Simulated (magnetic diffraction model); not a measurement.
# Magnetic neutron pattern of LiYbAg₂I₆

Space group Fm-3m (no. 225), a = 11.8250 Å.

```
site  atom    x    y       z
  4a    Yb    0    0       0
 24e     I    0    0  0.7513
  8c    Ag  1/4  3/4     3/4
  4b    Li  1/2    0       0
```

The compound is invented for this exercise: a known structure type with other elements, its cell scaled to their sizes and not relaxed.

Only Yb is taken to order (form factors of Yb3+); orders and moment sizes are assumed, and not adapted to the symmetry. Radiation: neutrons of λ = 1.594 Å, 5° to 55°; isotropic B of 0.13 Å² (Yb), 0.15 Å² (I), 0.17 Å² (Ag) and 0.27 Å² (Li). Simulated constant-wavelength pattern: nuclear and magnetic terms add, the magnetic one as |2.695 fm × Σ f S⊥ exp(2πi Q·r) exp(−B s²)|², summed over all Q at one angle with the factor 1/(sin²θ cos θ). For collinear order S is the moment m, which repeats by lattice and centring translations R with the sign exp(−2πi k·R). Free-ion form factors, Sears's scattering lengths of 1992, no absorption; a label names one of the reflections at its angle. The strongest nuclear line in the range is 100, and lines under 0.2 are left out.

Assume the order k = (0 0 1), collinear moments along [001], 3.1 μB on Yb.

Predict the pattern, nuclear and magnetic parts apart.

| 2θ (°) | index | nuclear | magnetic |
| --- | --- | --- | --- |
| 10.94 | (1 1 0) | 0.0 | 11.7 |
| 13.41 | (1 1 1) | 49.0 | 0.0 |
| 15.49 | (2 0 0) | 11.1 | 0.0 |
| 17.34 | (2 0 1) | 0.0 | 7.3 |
| 19.00 | (1 1 2) | 0.0 | 2.5 |
| 21.98 | (2 2 0) | 18.2 | 0.0 |
| 23.33 | (2 2 1) | 0.0 | 4.3 |
| 24.61 | (3 1 0) | 0.0 | 4.3 |
| 25.83 | (3 1 1) | 38.8 | 0.0 |
| 27.00 | (2 2 2) | 63.6 | 0.0 |
| 28.13 | (2 0 3) | 0.0 | 1.0 |
| 29.21 | (3 1 2) | 0.0 | 4.3 |
| 31.28 | (4 0 0) | 96.8 | 0.0 |
| 32.27 | (4 0 1) | 0.0 | 3.4 |
| 33.23 | (3 3 0) | 0.0 | 1.4 |
| 34.17 | (3 3 1) | 21.7 | 0.0 |
| 35.09 | (4 2 0) | 9.2 | 0.0 |
| 35.98 | (4 2 1) | 0.0 | 3.6 |
| 36.86 | (3 3 2) | 0.0 | 1.4 |
| 38.56 | (4 2 2) | 12.5 | 0.0 |
| 39.39 | (4 0 3) | 0.0 | 1.0 |
| 40.20 | (5 1 0) | 0.0 | 2.5 |
| 41.00 | (5 1 1) | 22.8 | 0.0 |
| 42.56 | (4 2 3) | 0.0 | 1.9 |
| 43.33 | (5 1 2) | 0.0 | 2.1 |
| 44.83 | (4 4 0) | 100.0 | 0.0 |
| 45.56 | (4 4 1) | 0.0 | 1.3 |
| 46.28 | (5 3 0) | 0.0 | 1.6 |
| 47.00 | (5 3 1) | 26.8 | 0.0 |
| 47.71 | (6 0 0) | 6.6 | 0.0 |
| 48.41 | (6 0 1) | 0.0 | 0.9 |
| 49.10 | (5 3 2) | 0.0 | 1.6 |
| 50.46 | (6 2 0) | 7.8 | 0.0 |
| 51.13 | (6 2 1) | 0.0 | 2.5 |
| 51.80 | (5 1 4) | 0.0 | 1.0 |
| 52.46 | (5 3 3) | 10.6 | 0.0 |
| 53.11 | (6 2 2) | 55.4 | 0.0 |
| 53.76 | (6 0 3) | 0.0 | 1.2 |
| 54.40 | (3 1 6) | 0.0 | 0.3 |

The strongest magnetic line in the range is (1 1 0) at 10.94° (11.7). On top of the Lorentz factor, which all lines share, magnetic lines fade with angle because f falls: for Yb3+ it is 0.97, 0.88, 0.76 and 0.51 at sin θ/λ = 0.1, 0.2, 0.3 and 0.5 Å⁻¹, while nuclear lengths stay constant. The order has no net moment.

[Logs are printed without paths, hosts, clocks, repeated set-up lines and the standing remarks that a program may print on its own settings, such as how far it seeks lower states.]
